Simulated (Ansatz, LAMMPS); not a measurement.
# Amorphous 33HfO2-67Al2O3 (mol %) (104 atoms), relaxed: mesh and functional compared

Which bonds does the relaxation leave, and how do the Kohn-Sham gap, forces and pressure change with k-mesh and functional?

Calculated with Ansatz 0.2.0: Kohn-Sham DFT, PBE, PAW (set soft_2), plane waves; cutoff 420 eV, Γ point, fermi-dirac smearing of 0.025 eV.

**The cell**

Density at the start: 4.52 g/cm³. The cell holds 104 atoms: 8 Hf, 32 Al and 64 O. Its edges and angles: a = 10.677 Å, b = 10.677 Å, c = 10.677 Å, α = 90.0°, β = 90.0°, γ = 90.0°. 104 atoms (8 Zr, 32 Al, 64 O) placed at random at 3.57 g/cm³, melted at 5000 K for 10 ps at fixed volume with the Morse and Coulomb pair potential with partial charges (Pedone, Malavasi, Menziani, Cormack and Segre, J. Phys. Chem. B 110, 11780 (2006)). Quenched from 5000 K to 300 K at 50 K/ps and fixed volume, held 5 ps, then minimised at fixed cell. Then Zr was replaced by Hf (the potential has no terms for the new elements, so the cell is a start for a DFT relaxation).

Cell and atoms were relaxed with PBE. The walk converged after 9 steps by the program's count, with a largest force component of 0.0132 eV/Å; it began at an r.m.s. force component of 0.53 eV/Å. The edges went from 10.677, 10.677, 10.677 to 10.966, 10.469, 10.543 Å, and the volume from 11.703 to 11.638 Å³ an atom (-0.6 %).

The input of the reference single point:

```yaml
crystal:
  lattice:
    - [10.96581, 0.00733, 0.00912]
    - [0.00733, 10.46872, 0.05056]
    - [0.00912, 0.05056, 10.54313]
  atoms:
    - { symbol: Hf, position: [0.36676, 0.51204, 0.57616] }
    - { symbol: Hf, position: [0.23127, 0.03339, 0.54873] }
    - { symbol: Hf, position: [0.72452, 0.12395, 0.3127] }
    - { symbol: Hf, position: [0.89939, 0.80485, 0.61628] }
    [... 98 atom lines left out ...]
    - { symbol: O, position: [0.38537, 0.39353, 0.75097] }
    - { symbol: O, position: [0.72037, 0.79536, 0.51904] }
kpoints:
  mp_grid: { grid: [1, 1, 1] }
hamiltonian:
  xc: pbe
scf:
  occupations: { method: fermi_dirac, width: 0.025 }
output:
  forces: true
  stress: true
  populations: true
  dos:
    method: { smearing: { sigma: 0.08 } }
    de: 0.05
    projected: { site_lists: { Al: [Al], Hf: [Hf], O: [O] } }
  eigenvalues: true
  write_density: true
  write_potential: true
  volumetric_format: npy
```

**Bonds after relaxation**

Bonds by pair of elements; cutoffs follow the first minimum of g(r), held within bounds set by covalent radii, and pairs that aren't listed don't count as bonded:

```
pair A-B  cutoff (Å)  bonds  mean length (Å)  spread (Å)  shortest (Å)  B about A  A about B
    O-Al        2.38    138             1.82       0.069          1.70       2.16       4.31
    O-Hf        2.82     52             2.15       0.107          1.93      0.812        6.5
```

How many atoms have how many bonded neighbours:

```
element  mean  2   3   4   5  6  7  8
     Al  4.31  0   0  22  10  0  0  0
     Hf   6.5  0   0   0   0  5  2  1
      O  2.97  5  56   3   0  0  0  0
```

**Levels of theory**

Single points at the relaxed geometry:

| functional | k-mesh | Kohn-Sham gap (eV) | pressure (GPa) | r.m.s. force component (eV/Å) | SCF cycles | time |
| --- | --- | --- | --- | --- | --- | --- |
| PBE | 1×1×1 | 3.715 | 0.01 | 0.004 | 9 | 28 s |
| PBE | 2×2×2 | 3.688 | 0.02 | 0.007 | 9 | 4.3 min |
| HSE06 | 1×1×1 | 5.381 | -5.40 | 0.111 | 21 | 7.7 min |
| r2SCAN | 1×1×1 | 4.333 | -5.23 | 0.082 | 10 | 57 s |
| PBEsol | 1×1×1 | 3.600 | -4.25 | 0.060 | 10 | 27 s |

The gap is that between the highest filled and lowest empty Kohn-Sham level on the run's k-points. Cutoffs: 420 eV for PBE, HSE06 and PBEsol; 500 eV for r2SCAN. Times come from shared hosts and are rough.

**Findings**

By these cutoffs 69 % of Al atoms have 4, 62 % of Hf atoms have 6 and 88 % of O atoms have 3 neighbours. The Kohn-Sham gap is 3.71 eV with PBE on the 1×1×1 mesh and 3.69 eV on 2×2×2. On the 1×1×1 mesh HSE06 changes the gap by +1.67 eV against PBE. Carrying that shift over to the 2×2×2 mesh gives 3.69 + 1.67 = 5.35 eV, an estimate that takes the shift to be alike at all k-points. On the reference's mesh the gap changes with r2SCAN by +0.62 eV and PBEsol by -0.11 eV. Against the reference the pressure changes with HSE06 by -5.4 GPa, r2SCAN by -5.2 GPa and PBEsol by -4.3 GPa; a negative change means a smaller volume than PBE would take. The denser mesh moves the energy by -1.3 meV/atom and the pressure by +0.02 GPa.

Limits: All single points share the geometry relaxed with PBE. One sample; tail or defect levels can set the gap of a disordered cell. The quench rate of 50 K/ps is many orders above laboratory rates, so the cell is likely richer in defects and strain than a real sample. The network of bonds at the start is that of the classical potential that made the cell, and needn't be the one that DFT or experiment would give. Spin–orbit coupling is left out, which matters for the levels of the heavy elements. In some runs the program notes that it cut back its work space to fit the memory limit, the exchange threshold is loose for the stress and the SCF threshold is loose for the stress.

[Logs are printed without paths, hosts, clocks, repeated set-up lines and the standing remarks that a program may print on its own settings, such as how far it seeks lower states.]

[Hosts, paths, dates, database ids (printed as entryN), source tags and the programs' standing remarks are cut or masked in the printed files.]
